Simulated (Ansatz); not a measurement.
# Structural relaxation of a frame of liquid dimethylformamide from 298 K (120 atoms), part 2 of 3

Aim: bring a frame of liquid dimethylformamide from 298 K (120 atoms) to a nearby minimum of the energy and see what moves.

Ansatz 0.2.0; Kohn-Sham DFT, PBEsol, PAW (set soft_2), plane waves.

The cell: 30 C, 10 N, 10 O and 70 H. The network of contacts between molecules at the start is that of the classical potential that made the cell. The functional has no dispersion term. The Brillouin zone is sampled at Γ only, in a cell whose shortest periodic width is 11 Å.

So far. Step 2 (Single point at the start): Neighbours are counted within 1.34 Å (H-C), 1.79 Å (C-N), 1.68 Å (C-O).

## Step 3: Relaxation

With the cell held, the atoms are moved downhill towards a nearby minimum.

The input, input.yaml:

```yaml
crystal:
  lattice:
    - [10.87167, 0.0, 0.0]
    - [0.0, 10.87167, 0.0]
    - [0.0, 0.0, 10.87167]
  atoms:
    [... the 120 atom lines of step 2 ...]
kpoints:
  mp_grid: { grid: [1, 1, 1] }
hamiltonian:
  xc: pbesol
scf:
  occupations: { method: fermi_dirac, width: 0.05 }
output:
  forces: true
relax:
  f_tol: 0.05
  max_steps: 200
```

Command:

```
$ ansatz run input.yaml --threads 4 --pin off --max-ram 8192MiB --backend cpu --events-out ev --progress --plain --runs-dir out
```

Numbers of over 12 decimals in the logs are rounded to 6 here.

The log of the run:

```text
[...]
Crystal: 120 atoms, lattice volume = 1284.958 Å³
Basis set: ecut = 420 eV, 25269 PW (Γ), exchange–correlation on 150×150×150 points (8 copies of the dense FFT grid, shifted against one another)
Bands: 270, of which v1, the nominal top of the filled ones, is band 150 counted from 1 (149 counted from 0)
Symmetry: 1 space group operations
[...]
k-points: 1
[...]
SCF iter   1: F=—  HF=-17894.667795 eV  |F-HF|=—  |Δ(HF+E_count)|=         —  Δρ=7.01e-3  dr2=4.45e-1  ethr=1.77e-3  ⟨swp⟩=6.0  Hψ=1260  notcnv=0  defer=26
[...]
SCF iter   7: F=-17894.634442 eV  HF=-17894.634443 eV  |F-HF|=1.19e-6  |Δ(HF+E_count)|=   1.68e-5  Δρ=4.66e-5  dr2=2.57e-5  ethr=2.08e-8  ⟨swp⟩=3.0  Hψ=850  notcnv=0
SCF 1 converged in 7 iterations: F = -17894.634442 eV  dr2 = 2.57e-5
[...]
relax step   1: F+E_penalty+E_count = -17894.63444225 eV  Δ(F+E_penalty+E_count) = +0.000e0 eV  max|allowed force component| = 4.791e0 eV/Å  Δτ_max = 0.0000 Å  (7 SCF iters, dr2 threshold 6.25e-5 eV, accepted)
[...]
relax step   2: F+E_penalty+E_count = -17897.69676720 eV  Δ(F+E_penalty+E_count) = -3.062e0 eV  max|allowed force component| = 2.116e0 eV/Å  Δτ_max = 0.1982 Å  (7 SCF iters, dr2 threshold 1.00e-4 eV, accepted)
[...]
relax step   3: F+E_penalty+E_count = -17898.59162032 eV  Δ(F+E_penalty+E_count) = -8.949e-1 eV  max|allowed force component| = 1.483e0 eV/Å  Δτ_max = 0.1931 Å  (6 SCF iters, dr2 threshold 1.00e-4 eV, accepted)
relax step   4: F+E_penalty+E_count = -17898.93205522 eV  Δ(F+E_penalty+E_count) = -3.404e-1 eV  max|allowed force component| = 8.814e-1 eV/Å  Δτ_max = 0.2000 Å  (6 SCF iters, dr2 threshold 1.00e-4 eV, accepted)
relax step   5: F+E_penalty+E_count = -17899.19503189 eV  Δ(F+E_penalty+E_count) = -2.630e-1 eV  max|allowed force component| = 4.317e-1 eV/Å  Δτ_max = 0.1938 Å  (6 SCF iters, dr2 threshold 1.00e-4 eV, accepted)
relax step   6: F+E_penalty+E_count = -17899.33582432 eV  Δ(F+E_penalty+E_count) = -1.408e-1 eV  max|allowed force component| = 4.983e-1 eV/Å  Δτ_max = 0.1949 Å  (7 SCF iters, dr2 threshold 4.47e-5 eV, accepted)
relax step   7: F+E_penalty+E_count = -17899.45047289 eV  Δ(F+E_penalty+E_count) = -1.146e-1 eV  max|allowed force component| = 4.141e-1 eV/Å  Δτ_max = 0.1950 Å  (7 SCF iters, dr2 threshold 5.96e-5 eV, accepted)
relax step   8: F+E_penalty+E_count = -17899.52392944 eV  Δ(F+E_penalty+E_count) = -7.346e-2 eV  max|allowed force component| = 6.800e-1 eV/Å  Δτ_max = 0.1950 Å  (6 SCF iters, dr2 threshold 1.00e-4 eV, accepted)
relax step   9: F+E_penalty+E_count = -17899.63189634 eV  Δ(F+E_penalty+E_count) = -1.080e-1 eV  max|allowed force component| = 2.809e-1 eV/Å  Δτ_max = 0.1864 Å  (6 SCF iters, dr2 threshold 1.00e-4 eV, accepted)
relax step  10: F+E_penalty+E_count = -17899.69987291 eV  Δ(F+E_penalty+E_count) = -6.798e-2 eV  max|allowed force component| = 2.932e-1 eV/Å  Δτ_max = 0.1950 Å  (7 SCF iters, dr2 threshold 1.35e-5 eV, accepted)
relax step  11: F+E_penalty+E_count = -17899.74812370 eV  Δ(F+E_penalty+E_count) = -4.825e-2 eV  max|allowed force component| = 4.072e-1 eV/Å  Δτ_max = 0.1950 Å  (7 SCF iters, dr2 threshold 1.47e-5 eV, accepted)
relax step  12: F+E_penalty+E_count = -17899.80574495 eV  Δ(F+E_penalty+E_count) = -5.762e-2 eV  max|allowed force component| = 2.722e-1 eV/Å  Δτ_max = 0.1087 Å  (6 SCF iters, dr2 threshold 1.00e-4 eV, accepted)
relax step  13: F+E_penalty+E_count = -17899.86820991 eV  Δ(F+E_penalty+E_count) = -6.246e-2 eV  max|allowed force component| = 1.720e-1 eV/Å  Δτ_max = 0.1907 Å  (7 SCF iters, dr2 threshold 3.31e-5 eV, accepted)
relax step  14: F+E_penalty+E_count = -17899.90659149 eV  Δ(F+E_penalty+E_count) = -3.838e-2 eV  max|allowed force component| = 2.147e-1 eV/Å  Δτ_max = 0.1950 Å  (7 SCF iters, dr2 threshold 1.18e-5 eV, accepted)
relax step  15: F+E_penalty+E_count = -17899.93830027 eV  Δ(F+E_penalty+E_count) = -3.171e-2 eV  max|allowed force component| = 3.064e-1 eV/Å  Δτ_max = 0.1918 Å  (7 SCF iters, dr2 threshold 1.84e-5 eV, accepted)
relax step  16: F+E_penalty+E_count = -17899.96969532 eV  Δ(F+E_penalty+E_count) = -3.140e-2 eV  max|allowed force component| = 2.274e-1 eV/Å  Δτ_max = 0.1945 Å  (6 SCF iters, dr2 threshold 9.39e-5 eV, accepted)
relax step  17: F+E_penalty+E_count = -17899.99232382 eV  Δ(F+E_penalty+E_count) = -2.263e-2 eV  max|allowed force component| = 2.443e-1 eV/Å  Δτ_max = 0.1074 Å  (6 SCF iters, dr2 threshold 2.85e-5 eV, accepted)
relax step  18: F+E_penalty+E_count = -17900.01314764 eV  Δ(F+E_penalty+E_count) = -2.082e-2 eV  max|allowed force component| = 3.599e-1 eV/Å  Δτ_max = 0.1953 Å  (7 SCF iters, dr2 threshold 3.29e-5 eV, accepted)
relax step  19: F+E_penalty+E_count = -17900.02918486 eV  Δ(F+E_penalty+E_count) = -1.604e-2 eV  max|allowed force component| = 2.984e-1 eV/Å  Δτ_max = 0.1350 Å  (6 SCF iters, dr2 threshold 1.00e-4 eV, accepted)
relax step  20: F+E_penalty+E_count = -17900.04210682 eV  Δ(F+E_penalty+E_count) = -1.292e-2 eV  max|allowed force component| = 2.235e-1 eV/Å  Δτ_max = 0.0404 Å  (5 SCF iters, dr2 threshold 6.12e-5 eV, accepted)
relax step  21: F+E_penalty+E_count = -17900.05605824 eV  Δ(F+E_penalty+E_count) = -1.395e-2 eV  max|allowed force component| = 1.181e-1 eV/Å  Δτ_max = 0.1052 Å  (6 SCF iters, dr2 threshold 2.80e-5 eV, accepted)
relax step  22: F+E_penalty+E_count = -17900.06518593 eV  Δ(F+E_penalty+E_count) = -9.128e-3 eV  max|allowed force component| = 1.746e-1 eV/Å  Δτ_max = 0.1615 Å  (8 SCF iters, dr2 threshold 3.90e-6 eV, accepted)
relax step  23: F+E_penalty+E_count = -17900.07097693 eV  Δ(F+E_penalty+E_count) = -5.791e-3 eV  max|allowed force component| = 1.455e-1 eV/Å  Δτ_max = 0.0830 Å  (7 SCF iters, dr2 threshold 8.52e-6 eV, accepted)
relax step  24: F+E_penalty+E_count = -17900.07639989 eV  Δ(F+E_penalty+E_count) = -5.423e-3 eV  max|allowed force component| = 1.154e-1 eV/Å  Δτ_max = 0.0765 Å  (6 SCF iters, dr2 threshold 1.47e-5 eV, accepted)
relax step  25: F+E_penalty+E_count = -17900.08053054 eV  Δ(F+E_penalty+E_count) = -4.131e-3 eV  max|allowed force component| = 9.051e-2 eV/Å  Δτ_max = 0.1113 Å  (7 SCF iters, dr2 threshold 8.37e-6 eV, accepted)
relax step  26: F+E_penalty+E_count = -17900.08296598 eV  Δ(F+E_penalty+E_count) = -2.435e-3 eV  max|allowed force component| = 1.314e-1 eV/Å  Δτ_max = 0.1273 Å  (7 SCF iters, dr2 threshold 5.04e-6 eV, accepted)
relax step  27: F+E_penalty+E_count = -17900.08658253 eV  Δ(F+E_penalty+E_count) = -3.617e-3 eV  max|allowed force component| = 1.071e-1 eV/Å  Δτ_max = 0.0352 Å  (6 SCF iters, dr2 threshold 1.06e-5 eV, accepted)
relax step  28: F+E_penalty+E_count = -17900.09083857 eV  Δ(F+E_penalty+E_count) = -4.256e-3 eV  max|allowed force component| = 5.521e-2 eV/Å  Δτ_max = 0.0741 Å  (7 SCF iters, dr2 threshold 7.62e-6 eV, accepted)
relax step  29: F+E_penalty+E_count = -17900.09314620 eV  Δ(F+E_penalty+E_count) = -2.308e-3 eV  max|allowed force component| = 1.255e-1 eV/Å  Δτ_max = 0.1214 Å  (10 SCF iters, accepted)
relax step  30: F+E_penalty+E_count = -17900.09508192 eV  Δ(F+E_penalty+E_count) = -1.936e-3 eV  max|allowed force component| = 8.452e-2 eV/Å  Δτ_max = 0.0799 Å  (7 SCF iters, dr2 threshold 4.19e-6 eV, accepted)
relax step  31: F+E_penalty+E_count = -17900.09715274 eV  Δ(F+E_penalty+E_count) = -2.071e-3 eV  max|allowed force component| = 4.864e-2 eV/Å  Δτ_max = 0.0180 Å  (6 SCF iters, dr2 threshold 3.24e-6 eV, accepted)
[...]
relax step  32: F+E_penalty+E_count = -17900.09715288 eV  Δ(F+E_penalty+E_count) = -1.440e-7 eV  max|allowed force component| = 4.870e-2 eV/Å  Δτ_max = 0.0000 Å  (3 SCF iters, accepted)
SCF converged after 3 iterations
Free energy (F): -17900.097153 eV
[...]
Internal energy: -17900.097153 eV  (E = F + TS)
E sigma→0 (E₀):  -17900.097153 eV
Fermi energy:    1.262462 eV
[...]
--- Forces (eV/Å), atoms counted from 1 ---
  atom   1  C      0.00393484     0.00021569    -0.00230498
  atom   2  N     -0.00132875     0.00322997     0.00536568
  atom   3  C      0.00164265    -0.00033547     0.00159566
  atom   4  C      0.01106112     0.00104705    -0.00525541
  atom   5  O     -0.00928329     0.00189788    -0.00934676
  atom   6  H     -0.00195396     0.00218112     0.00650400
  atom   7  H      0.00368522     0.00379643    -0.00244445
  atom   8  H     -0.00177217    -0.00561116     0.00163480
  atom   9  H     -0.00349850     0.00502908     0.00535311
  atom  10  H     -0.00333319     0.00050417    -0.00651688
  atom  11  H      0.00417469     0.00295092     0.00067410
  atom  12  H     -0.00029594    -0.00520348     0.00545926
  atom  13  C      0.00118549     0.00204754    -0.00592649
  atom  14  N      0.00835168     0.00841004     0.00105927
[...]
atom 119  H     -0.00058365     0.00177472    -0.00034090
  atom 120  H      0.00147813    -0.00663919     0.00104212
  max |Σ_I F_I| component: 1.15e-4 eV/Å
--- Relaxed structure (32 steps of the walk, 32 accepted, 0 SCFs on fresh bases) ---
  F+E_penalty+E_count = -17900.09715288 eV   max|allowed force component| = 4.870e-2 eV/Å
  atoms:
    - { symbol: C, position: [0.241272, 0.514489, 0.104148] }
    - { symbol: N, position: [0.322602, 0.496649, 0.207583] }
    - { symbol: C, position: [0.345796, 0.371695, 0.246228] }
    - { symbol: C, position: [0.375845, 0.592890, 0.264905] }
[...]
- { symbol: H, position: [0.855605, 0.214277, 0.137862] }
```

Run time: 3.3 min. Hardware: 4 threads of Arm Neoverse V1, shared host; peak memory 1.3 GiB; 13 min of CPU time.

The steps of the relaxation (22 of 32):

| step | energy less that of the first step (eV) | largest force component (eV/Å) |
| --- | --- | --- |
| 1 | 0.0000 | 4.7909 |
| 2 | -3.0623 | 2.1165 |
| 4 | -4.2976 | 0.8814 |
| 5 | -4.5606 | 0.4317 |
| 7 | -4.8160 | 0.4141 |
| 8 | -4.8895 | 0.6800 |
| 10 | -5.0654 | 0.2932 |
| 11 | -5.1137 | 0.4072 |
| 13 | -5.2338 | 0.1720 |
| 14 | -5.2721 | 0.2147 |
| 16 | -5.3353 | 0.2274 |
| 17 | -5.3579 | 0.2443 |
| 19 | -5.3947 | 0.2984 |
| 20 | -5.4077 | 0.2235 |
| 22 | -5.4307 | 0.1746 |
| 23 | -5.4365 | 0.1455 |
| 25 | -5.4461 | 0.0905 |
| 26 | -5.4485 | 0.1314 |
| 28 | -5.4564 | 0.0552 |
| 29 | -5.4587 | 0.1255 |
| 31 | -5.4627 | 0.0486 |
| 32 | -5.4627 | 0.0487 |

The atoms that moved most (Å):

| atom | dx | dy | dz | length |
| --- | --- | --- | --- | --- |
| H66 | -0.042 | -1.355 | -1.920 | 2.350 |
| H71 | 1.207 | 1.257 | -1.201 | 2.116 |
| H32 | -1.161 | 0.800 | 1.547 | 2.094 |
| H70 | 0.841 | 0.065 | -1.909 | 2.087 |
| H68 | -0.352 | -1.301 | -1.472 | 1.996 |
| O101 | 0.915 | 1.600 | 0.653 | 1.956 |
| H34 | 0.758 | 0.555 | -1.678 | 1.923 |
| H57 | 0.615 | -1.441 | 0.979 | 1.848 |

The relaxation changed the energy by -45.5 meV/atom, and atoms moved by 1.1 Å r.m.s., 2.4 Å at most.

## Step 4: Structure statistics after relaxation

Bonds before and after, by the cutoffs listed below:

| pair | bonds before | bonds after | mean before (Å) | mean after (Å) | spread before (Å) | spread after (Å) |
| --- | --- | --- | --- | --- | --- | --- |
| H-C | 70 | 70 | 1.098 | 1.105 | 0.030 | 0.005 |
| C-N | 30 | 30 | 1.426 | 1.412 | 0.054 | 0.046 |
| C-O | 10 | 10 | 1.225 | 1.237 | 0.017 | 0.002 |

Density 0.945 g/cm³, 10.71 Å³ an atom.

g(r), total and by pair (bins of 0.2 Å):

| r (Å) | total | H-H | H-C | H-N | H-O | C-C | C-N |
| --- | --- | --- | --- | --- | --- | --- | --- |
| 1.00 | 0.68 | 0.00 | 2.31 | 0.00 | 0.00 | 0.00 | 0.00 |
| 1.20 | 3.78 | 0.00 | 11.35 | 0.00 | 0.00 | 0.00 | 0.00 |
| 1.40 | 1.10 | 0.00 | 0.00 | 0.00 | 0.00 | 0.00 | 26.50 |
| 1.60 | 0.00 | 0.00 | 0.00 | 0.00 | 0.00 | 0.00 | 0.00 |
| 1.80 | 1.33 | 3.88 | 0.00 | 0.00 | 0.00 | 0.00 | 0.00 |
| 2.00 | 1.03 | 0.24 | 0.00 | 8.05 | 1.70 | 0.00 | 0.00 |
| 2.20 | 0.65 | 0.36 | 0.00 | 3.72 | 0.29 | 0.00 | 0.00 |
| 2.40 | 0.93 | 0.39 | 0.40 | 0.00 | 3.34 | 5.70 | 0.00 |
| 2.60 | 0.84 | 1.20 | 1.00 | 0.00 | 1.41 | 0.00 | 0.00 |
| 2.80 | 0.86 | 0.87 | 1.32 | 0.09 | 0.84 | 0.00 | 0.00 |
| 3.00 | 0.60 | 0.79 | 0.75 | 0.24 | 0.88 | 0.00 | 0.00 |
| 3.20 | 0.81 | 0.84 | 1.55 | 0.29 | 0.28 | 0.00 | 0.00 |
| 3.40 | 0.95 | 0.78 | 1.56 | 0.57 | 0.75 | 0.00 | 0.00 |
| 3.60 | 1.04 | 1.01 | 1.00 | 0.50 | 1.51 | 0.70 | 0.26 |
| 3.80 | 1.11 | 1.40 | 0.85 | 0.75 | 1.48 | 1.33 | 0.60 |
| 4.00 | 0.93 | 1.04 | 0.68 | 0.96 | 1.23 | 1.14 | 0.86 |
| 4.20 | 1.04 | 1.13 | 0.73 | 0.86 | 2.01 | 1.21 | 0.47 |
| 4.40 | 1.08 | 1.18 | 0.96 | 1.28 | 1.12 | 1.46 | 0.43 |
| 4.60 | 1.06 | 0.94 | 1.03 | 1.70 | 0.46 | 1.17 | 1.75 |
| 4.80 | 1.04 | 0.87 | 1.29 | 1.14 | 0.67 | 1.14 | 2.00 |
| 5.00 | 0.90 | 0.78 | 1.06 | 0.91 | 0.50 | 0.77 | 1.49 |
| 5.20 | 0.98 | 0.92 | 1.07 | 0.86 | 0.92 | 0.88 | 1.27 |

Bonds by pair of elements; cutoffs follow the first minimum of g(r), held within bounds set by covalent radii, and pairs that aren't listed don't count as bonded:

| pair A-B | cutoff (Å) | bonds | mean length (Å) | spread (Å) | shortest (Å) | B about A | A about B |
| --- | --- | --- | --- | --- | --- | --- | --- |
| H-C | 1.34 | 70 | 1.10 | 0.005 | 1.10 | 1 | 2.33 |
| C-N | 1.79 | 30 | 1.41 | 0.046 | 1.34 | 1 | 3 |
| C-O | 1.62 | 10 | 1.24 | 0.002 | 1.23 | 0.333 | 1 |

How many atoms have how many bonded neighbours:

| element | mean | 1 | 3 | 4 |
| --- | --- | --- | --- | --- |
| C | 3.67 | 0 | 10 | 20 |
| H | 1 | 70 | 0 | 0 |
| N | 3 | 0 | 10 | 0 |
| O | 1 | 10 | 0 | 0 |

Bond angles, per cent of each kind in bins of 5°:

| angle (°) | H-C-N | H-C-H | C-N-C | H-C-O | N-C-O |
| --- | --- | --- | --- | --- | --- |
| 105–110 | 38.6 | 83.3 | 0.0 | 0.0 | 0.0 |
| 110–115 | 61.4 | 16.7 | 0.0 | 0.0 | 0.0 |
| 115–120 | 0.0 | 0.0 | 33.3 | 0.0 | 0.0 |
| 120–125 | 0.0 | 0.0 | 66.7 | 100.0 | 10.0 |
| 125–130 | 0.0 | 0.0 | 0.0 | 0.0 | 90.0 |

Bond angles (no mean is given where the spread exceeds 20°):

| angle | count | mean (°) | spread (°) |
| --- | --- | --- | --- |
| H-C-N | 70 | 110 | 1.1 |
| H-C-H | 60 | 109 | 0.9 |
| C-N-C | 30 | 120 | 1.7 |
| H-C-O | 10 | 123 | 0.3 |
| N-C-O | 10 | 125 | 0.2 |

Bond length by coordination (bonds to H left out):

| element | coordination | atoms | mean bond length (Å) |
| --- | --- | --- | --- |
| C | 3 | 10 | 1.29 |
| C | 4 | 20 | 1.44 |

First main peaks of g(r), for some of the pairs, lie near 1.8 Å (H-H), 1.1 Å (H-C), 2.1 Å (H-N), 2.4 Å (C-C) and 1.4 Å (C-N). By these cutoffs 67 % of C atoms have 4, all H atoms have 1, all N atoms have 3 and all O atoms have 1 bonded neighbour. The H-C-N angle averages 110° with a spread of 1.1°.

[end of part 2 of 3]

[Logs are printed without paths, hosts, clocks, repeated set-up lines and the standing remarks that a program may print on its own settings, such as how far it seeks lower states.]

[Hosts, paths, dates, database ids (printed as entryN), source tags and the programs' standing remarks are cut or masked in the printed files.]
